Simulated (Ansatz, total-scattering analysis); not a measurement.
# Worked example: from partials to totals in acetonitrile

A simulated model of acetonitrile at 300 K, fixed volume (mean pressure -0.3 GPa), from ab initio molecular dynamics with Ansatz (LDA, plane waves, PAW default files, Langevin thermostat, no spin, fixed volume, H with the mass of D). The average runs over 0.40 ps of 96 atoms, so shells between rare elements are rough. Mean temperature 315 K, largest m.s.d. 1.96 Å², energy drift -5 meV an atom (last third less first, no steady trend), Langevin friction 10 ps⁻¹; the first quarter of the run is discarded. Start: last frame of a classical run of this cell at the same density and temperature. So short a stretch relaxes bonds and nearest shells but still remembers its start. It is a liquid as far as so short a run tells. Atom fractions C 0.3333, N 0.1667, H 0.5000; masses C 12.011, N 14.007, H 1.008 u; density 0.7800 g/cm³; coherent lengths C 6.6472, N 9.36, H 6.6681 fm (H as D). Faber–Ziman partials at a few Q:

| Q (Å⁻¹) | S C–N | S C–C | S C–H | S H–H | S N–H | S N–N |
| --- | --- | --- | --- | --- | --- | --- |
| 1.60 | 1.651 | 7.400 | 5.040 | 2.871 | -1.133 | 4.024 |
| 3.80 | 0.294 | 0.699 | 0.661 | 1.179 | 0.889 | 0.850 |
| 6.70 | 1.261 | 0.901 | 1.551 | 0.856 | 1.240 | 0.958 |

The pair function g(CC), r in Å, every 0.06 Å up to its first minimum: 1.35 0.80, 1.41 17.54, 1.47 10.82, 1.53 0.42.

**Tasks.** (a) The number density. (b) The neutron weights. (c) The neutron S(Q) at the listed Q. (d) The number of C around C.

(a) The mean mass is 0.3333×12.011 + 0.1667×14.007 + 0.5000×1.008 = 6.842 u, so ρ₀ = 0.7800/(6.842 × 1.66054) = 0.06865 Å⁻³.

(b) ⟨b⟩ = 0.3333×6.6472 + 0.1667×9.36 + 0.5000×6.6681 = 7.110 fm. The weight of a pair is ci cj bi bj (2 − δij)/⟨b⟩²: C–N 0.137, C–C 0.097, C–H 0.292, H–H 0.220, N–H 0.206, N–N 0.048; they sum to 1.000.

(c) S = 1 + Σ w (Sij − 1). At 1.60 Å⁻¹: 1 + 0.089 + 0.621 + 1.181 + 0.411 − 0.439 + 0.146 = 3.009; C–H pushes up most; N–H pulls down most. At 3.80 Å⁻¹: 1 − 0.097 − 0.029 − 0.099 + 0.039 − 0.023 − 0.007 = 0.784; H–H pushes up most; C–H pulls down most. At 6.70 Å⁻¹: 1 + 0.036 − 0.010 + 0.161 − 0.032 + 0.049 − 0.002 = 1.202; C–H pushes up most; H–H pulls down most.

(d) n = 4πρ₀ c(C) Σ r² g Δr. The sum Σ r² g over the listed points is 60.7 Å², so n = 4π × 0.06865 × 0.3333 × 60.7 × 0.06 = 1.05; counting pairs in the frames up to 1.82 Å gives 1.00; the coarse grid and the factor (N − 1)/N for like atoms account for the difference.
